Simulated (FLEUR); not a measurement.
# Collinear magnetic orders of AlNi3 with FLEUR, part 3 of 4

Aim: find out whether AlNi3 carries moments, and which collinear order costs least.

FLEUR MaX-R8.1; PBE; all-electron FLAPW, Dirac cores, scalar-relativistic bands.

So far, largest spin moment in the muffin-tin sphere (μB): step 2 (run 1 (ferro +++)) 0.253.

### 6. Start 5: antiferro q=(0,0,1/2) +--++-

An opposed order shows whether neighbours prefer unlike signs.

The cell is doubled to 8 atoms to hold this order. The mesh is halved along the doubled vector, so that both cells sample the same points. The k list default-1 (kpts.xml, not shown) is a Γ-centred 10×10×5 mesh.

inp.xml

```
<?xml version="1.0" encoding="UTF-8" standalone="no"?>
<fleurInput fleurInputVersion="0.39">
   <comment>
      AlNi3
   </comment>
   <calculationSetup>
      <cutoffs Kmax="4.14" Gmax="12.4" GmaxXC="12.4" numbands="0"/>
      <scfLoop itmax="90" minDistance="0.00002" maxIterBroyd="15" imix="Anderson" alpha="0.05" precondParam="0.0" spinf="2.0" sdNocoIR="T"/>
      <coreElectrons ctail="T" frcor="F" kcrel="0" coretail_lmax="0"/>
      <xcFunctional name="pbe" relativisticCorrections="F"/>
      <magnetism jspins="2"/>
      <soc l_soc="F" theta="0.0" phi="0.0" spav="F"/>
      <expertModes spex="0" secvar="F"/>
      <geometryOptimization l_f="F" forcealpha="1.0" forcemix="BFGS" epsdisp="0.00001" epsforce="0.00001"/>
      <ldaU l_linMix="F" mixParam="0.05" spinf="1.0"/>
   </calculationSetup>
   <cell>
      <bzIntegration valenceElectrons="114.0" mode="hist" fermiSmearingEnergy="0.00183747">
         <kPointListSelection listName="default-1"/>
         <xi:include xmlns:xi="http://www.w3.org/2001/XInclude" href="kpts.xml"> </xi:include>
      </bzIntegration>
      <xi:include xmlns:xi="http://www.w3.org/2001/XInclude" href="sym.xml"> </xi:include>
      <bulkLattice scale="1.0">
         <bravaisMatrix>
            <row-1>    6.6576085554405022     0.0000000000000000     0.0000000000000000</row-1>
            <row-2>    0.0000000000000000     6.6576085554405022     0.0000000000000000</row-2>
            <row-3>    0.0000000000000000     0.0000000000000000    13.3152171108810045</row-3>
         </bravaisMatrix>
      </bulkLattice>
   </cell>
   <atomSpecies>
      <species name="Aluminum (Al)" element="Al" atomicNumber="13">
         <mtSphere radius="1.81" gridPoints="599" logIncrement="0.019"/>
         <atomicCutoffs lmax="8" lnonsphr="6"/>
         <electronConfig flipSpins="F">
            <coreConfig>(1s1/2) (2s1/2) (2p1/2) (2p3/2)</coreConfig>
            <valenceConfig>(3s1/2) (3p1/2) (3p3/2)</valenceConfig>
            <stateOccupation state="(3p1/2)" spinUp="0.166667" spinDown="0.166667"/>
            <stateOccupation state="(3p3/2)" spinUp="0.333333" spinDown="0.333333"/>
         </electronConfig>
         <energyParameters s="3" p="3" d="3" f="4"/>
      </species>
      <species name="Nickel (Ni1.001" element="Ni" atomicNumber="28">
         <mtSphere radius="2.29" gridPoints="757" logIncrement="0.016"/>
         <atomicCutoffs lmax="8" lnonsphr="6"/>
         <electronConfig flipSpins="F">
            <coreConfig>(1s1/2) (2s1/2) (2p1/2) (2p3/2)</coreConfig>
            <valenceConfig>(3s1/2) (3p1/2) (3p3/2) (4s1/2) (3d3/2) (3d5/2)</valenceConfig>
            <stateOccupation state="(3d3/2)" spinUp="1.6" spinDown="1.6"/>
            <stateOccupation state="(3d5/2)" spinUp="2.9005" spinDown="1.8995"/>
         </electronConfig>
         <energyParameters s="4" p="4" d="3" f="4"/>
         <lo type="SCLO" l="0" n="3" eDeriv="0"/>
         <lo type="SCLO" l="1" n="3" eDeriv="0"/>
      </species>
      <species name="Nickel (Ni-1.001" element="Ni" atomicNumber="28">
         <mtSphere radius="2.29" gridPoints="757" logIncrement="0.016"/>
         <atomicCutoffs lmax="8" lnonsphr="6"/>
         <electronConfig flipSpins="F">
            <coreConfig>(1s1/2) (2s1/2) (2p1/2) (2p3/2)</coreConfig>
            <valenceConfig>(3s1/2) (3p1/2) (3p3/2) (4s1/2) (3d3/2) (3d5/2)</valenceConfig>
            <stateOccupation state="(3d3/2)" spinUp="1.6" spinDown="1.6"/>
            <stateOccupation state="(3d5/2)" spinUp="1.8995" spinDown="2.9005"/>
         </electronConfig>
         <energyParameters s="4" p="4" d="3" f="4"/>
         <lo type="SCLO" l="0" n="3" eDeriv="0"/>
         <lo type="SCLO" l="1" n="3" eDeriv="0"/>
      </species>
   </atomSpecies>
   <atomGroups>
      <atomGroup species="Aluminum (Al)">
         <relPos label="                   1">.0000000000 .0000000000 .0000000000</relPos>
         <force calculate="T" relaxXYZ="TTT"/>
      </atomGroup>
      <atomGroup species="Aluminum (Al)">
         <relPos label="                   2">.0000000000 .0000000000 1.000/2.000</relPos>
         <force calculate="T" relaxXYZ="TTT"/>
      </atomGroup>
      <atomGroup species="Nickel (Ni1.001">
         <relPos label="                   3">.0000000000 1.000/2.000 1.000/4.000</relPos>
         <relPos label="                   6">1.000/2.000 .0000000000 -1.000/4.000</relPos>
         <force calculate="T" relaxXYZ="TTT"/>
      </atomGroup>
      <atomGroup species="Nickel (Ni-1.001">
         <relPos label="                   4">.0000000000 1.000/2.000 -1.000/4.000</relPos>
         <relPos label="                   5">1.000/2.000 .0000000000 1.000/4.000</relPos>
         <force calculate="T" relaxXYZ="TTT"/>
      </atomGroup>
      <atomGroup species="Nickel (Ni1.001">
         <relPos label="                   7">1.000/2.000 1.000/2.000 .0000000000</relPos>
         <force calculate="T" relaxXYZ="TTT"/>
      </atomGroup>
      <atomGroup species="Nickel (Ni-1.001">
         <relPos label="                   8">1.000/2.000 1.000/2.000 1.000/2.000</relPos>
         <force calculate="T" relaxXYZ="TTT"/>
      </atomGroup>
   </atomGroups>
   <output dos="F" band="F" slice="F">
      <bandDOS minEnergy="-.5*Htr" maxEnergy="0.5*Htr" sigma="0.015" storeEVData="T"/>
      <plotting iplot="0" polar="F">
         <plot TwoD="T" vec1="  1.0  0.0  0.0" vec2="  0.0  1.0  0.0" vec3="  0.0  0.0  1.0" zero="  0.0  0.0  0.0" file="plot"/>
      </plotting>
      <moessbauerParams electricFieldGradient="F" isomerShift="F" coreHyperfine="F" valenceHyperfine="F"/>
   </output>
</fleurInput>
```

crystal.txt

```
AlNi3
&input film=F cartesian=F /
3.52305472670  0.00000000000  0.00000000000
0.00000000000  3.52305472670  0.00000000000
0.00000000000  0.00000000000  7.04610945340
1.8897261246
1.0 1.0 1.0

8
13 0.00000000000  0.00000000000  0.00000000000
13 0.00000000000  0.00000000000  0.50000000000
28 0.00000000000  0.50000000000  0.25000000000 : 1.001
28 0.00000000000  0.50000000000  0.75000000000 : -1.001
28 0.50000000000  0.00000000000  0.25000000000 : -1.001
28 0.50000000000  0.00000000000  0.75000000000 : 1.001
28 0.50000000000  0.50000000000  0.00000000000 : 1.001
28 0.50000000000  0.50000000000  0.50000000000 : -1.001

&kpt div1=10 div2=10 div3=5 gamma=T /
```

On the command line:

```
> OMP_NUM_THREADS=1 inpgen -f crystal.txt > inpgen.log  # inp.xml is then edited as shown
> OMP_NUM_THREADS=1 mpirun -n 4 fleur_MPI > fleur.log
```

Log:

```text
[banner, memory and clock lines left out]
Welcome to FLEUR        (www.flapw.de)
      MaX-Release 8.1          (www.max-centre.eu)

 ========== k-point set info ==========
 Selected k-point list: default-1
 k-point list type: mesh
 0 x 0 x 0
 Number of k points: 64

 [... set-up left out ...]
 Iteration:     1   Distance:      22.78747795 me/bohr^3
 Iteration:     2   Distance:      21.55705164 me/bohr^3
 Iteration:     3   Distance:      17.79109691 me/bohr^3
 Iteration:     4   Distance:       9.53085340 me/bohr^3
 Iteration:     5   Distance:       4.87028827 me/bohr^3
[...]
<sumOfEigenvalues value="    -5482.4384850342">
               <coreElectrons value="-5388.5478681030"/>
               <valenceElectrons value="-93.8906169312"/>
            </sumOfEigenvalues>
         [... left out ...]
            <freeEnergy value="-9610.7691998655"/>
            <extrapolationTo0K value="-9610.7676493725"/>
         </totalEnergy>
         <densityConvergence units="me/bohr^3">
            <chargeDensity spin="1" distance="0.0000145221"/>
            <chargeDensity spin="2" distance="0.0000098622"/>
            <overallChargeDensity distance="0.0000160743"/>
            <spinDensity distance="0.0000189189"/>
         </densityConvergence>
      </iteration>
```

It took 20 min on 4 MPI ranks of Intel Xeon Platinum 8259CL at 2.50GHz (Skylake/Cascade Lake), shared host; peak memory 0.6 GiB.

This step gave:

| Quantity | Value |
| --- | --- |
| free energy | -261522.3528 eV |
| program's band gap on this mesh (in a metal only a level spacing) | 6.80e-9 eV |
| final state | non-magnetic |

It lies 3.20 meV a seeded atom over the first start.

### 7. Start 6: ferri ++-

An opposed order shows whether neighbours prefer unlike signs.

The k list default-1 (kpts.xml, not shown) is a Γ-centred 10×10×10 mesh.

inp.xml: that of step 6 with these lines changed.

```diff
@@ -17,3 +17,3 @@
    <cell>
-      <bzIntegration valenceElectrons="114.0" mode="hist" fermiSmearingEnergy="0.00183747">
+      <bzIntegration valenceElectrons="57.0" mode="hist" fermiSmearingEnergy="0.00183747">
          <kPointListSelection listName="default-1"/>
@@ -26,3 +26,3 @@
             <row-2>    0.0000000000000000     6.6576085554405022     0.0000000000000000</row-2>
-            <row-3>    0.0000000000000000     0.0000000000000000    13.3152171108810045</row-3>
+            <row-3>    0.0000000000000000     0.0000000000000000     6.6576085554405022</row-3>
          </bravaisMatrix>
@@ -74,9 +74,5 @@
       </atomGroup>
-      <atomGroup species="Aluminum (Al)">
-         <relPos label="                   2">.0000000000 .0000000000 1.000/2.000</relPos>
-         <force calculate="T" relaxXYZ="TTT"/>
-      </atomGroup>
       <atomGroup species="Nickel (Ni1.001">
-         <relPos label="                   3">.0000000000 1.000/2.000 1.000/4.000</relPos>
-         <relPos label="                   6">1.000/2.000 .0000000000 -1.000/4.000</relPos>
+         <relPos label="                   2">.0000000000 1.000/2.000 1.000/2.000</relPos>
+         <relPos label="                   3">1.000/2.000 .0000000000 1.000/2.000</relPos>
          <force calculate="T" relaxXYZ="TTT"/>
@@ -84,12 +80,3 @@
       <atomGroup species="Nickel (Ni-1.001">
-         <relPos label="                   4">.0000000000 1.000/2.000 -1.000/4.000</relPos>
-         <relPos label="                   5">1.000/2.000 .0000000000 1.000/4.000</relPos>
-         <force calculate="T" relaxXYZ="TTT"/>
-      </atomGroup>
-      <atomGroup species="Nickel (Ni1.001">
-         <relPos label="                   7">1.000/2.000 1.000/2.000 .0000000000</relPos>
-         <force calculate="T" relaxXYZ="TTT"/>
-      </atomGroup>
-      <atomGroup species="Nickel (Ni-1.001">
-         <relPos label="                   8">1.000/2.000 1.000/2.000 1.000/2.000</relPos>
+         <relPos label="                   4">1.000/2.000 1.000/2.000 .0000000000</relPos>
          <force calculate="T" relaxXYZ="TTT"/>
```

crystal.txt

```
AlNi3
&input film=F cartesian=F /
3.52305472670  0.00000000000  0.00000000000
0.00000000000  3.52305472670  0.00000000000
0.00000000000  0.00000000000  3.52305472670
1.8897261246
1.0 1.0 1.0

4
13 0.00000000000  0.00000000000  0.00000000000
28 0.00000000000  0.50000000000  0.50000000000 : 1.001
28 0.50000000000  0.00000000000  0.50000000000 : 1.001
28 0.50000000000  0.50000000000  0.00000000000 : -1.001

&kpt div1=10 div2=10 div3=10 gamma=T /
```

Log:

```text
[banner, memory and clock lines left out]
Welcome to FLEUR        (www.flapw.de)
      MaX-Release 8.1          (www.max-centre.eu)

 ========== k-point set info ==========
 Selected k-point list: default-1
 k-point list type: mesh
 0 x 0 x 0
 Number of k points: 128

 [... set-up left out ...]
 Iteration:     1   Distance:      22.81937249 me/bohr^3
 Iteration:     2   Distance:      21.68669962 me/bohr^3
 Iteration:     3   Distance:      18.26833807 me/bohr^3
 Iteration:     4   Distance:      12.65186938 me/bohr^3
 Iteration:     5   Distance:       4.95548649 me/bohr^3
[...]
<sumOfEigenvalues value="    -2741.2377041044">
               <coreElectrons value="-2694.2773795920"/>
               <valenceElectrons value="-46.9603245124"/>
            </sumOfEigenvalues>
         [... left out ...]
            <freeEnergy value="-4805.3849529585"/>
            <extrapolationTo0K value="-4805.3844426683"/>
         </totalEnergy>
         <densityConvergence units="me/bohr^3">
            <chargeDensity spin="1" distance="0.0000092363"/>
            <chargeDensity spin="2" distance="0.0000117652"/>
            <overallChargeDensity distance="0.0000164976"/>
            <spinDensity distance="0.0000132397"/>
         </densityConvergence>
      </iteration>
```

It took 4.6 min on 4 MPI ranks; peak memory 0.32 GiB.

Read from the output:

```
free energy                                                       : -130761.1860 eV
program's band gap on this mesh (in a metal only a level spacing) : 2.75e-8 eV
magnetization                                                     : 0.6909 μB
final state                                                       : ferromagnetic
largest moment                                                    : 0.2528 μB
```

The typed pattern was not kept: a seeded moment turned or collapsed.

It lies level with the first start, and its largest moment is 0.253 μB against 0.253 μB.

### 8. Ranking

Free energies are divided by the number of seeded atoms, so that cells of unlike size compare. Wavevectors q in the names are fractions of the primitive cell's reciprocal vectors.

Orders:

```
                       start    final state  typed order kept  energy over the lowest (meV a seeded atom)  largest sphere moment (μB)  net moment (μB a primitive cell)  mesh matched  CPU time (s)
                   ferro +++  ferromagnetic               yes                                     1.38e-4                      0.2528                            0.6909           yes         353.2
antiferro q=(0,0,1/2) +--++-   non-magnetic                no                                       3.202                           0                                 0           yes          4803
                   ferri ++-  ferromagnetic                no                                           0                      0.2528                            0.6909           yes          1105
```

(Part 3 of 4 ends here.)

[Logs and program files are shortened in this print: banners, set-up blocks, solver, clock and traceback lines can be left out without a mark of their own.]

[Logs are printed without paths, hosts, clocks, repeated set-up lines and the standing remarks that a program may print on its own settings, such as how far it seeks lower states.]

[Hosts, paths, dates, database ids (printed as entryN), source tags and the programs' standing remarks are cut or masked in the printed files.]

[Where a cell is said to come from a database of computed structures, the database is the Materials Project.]
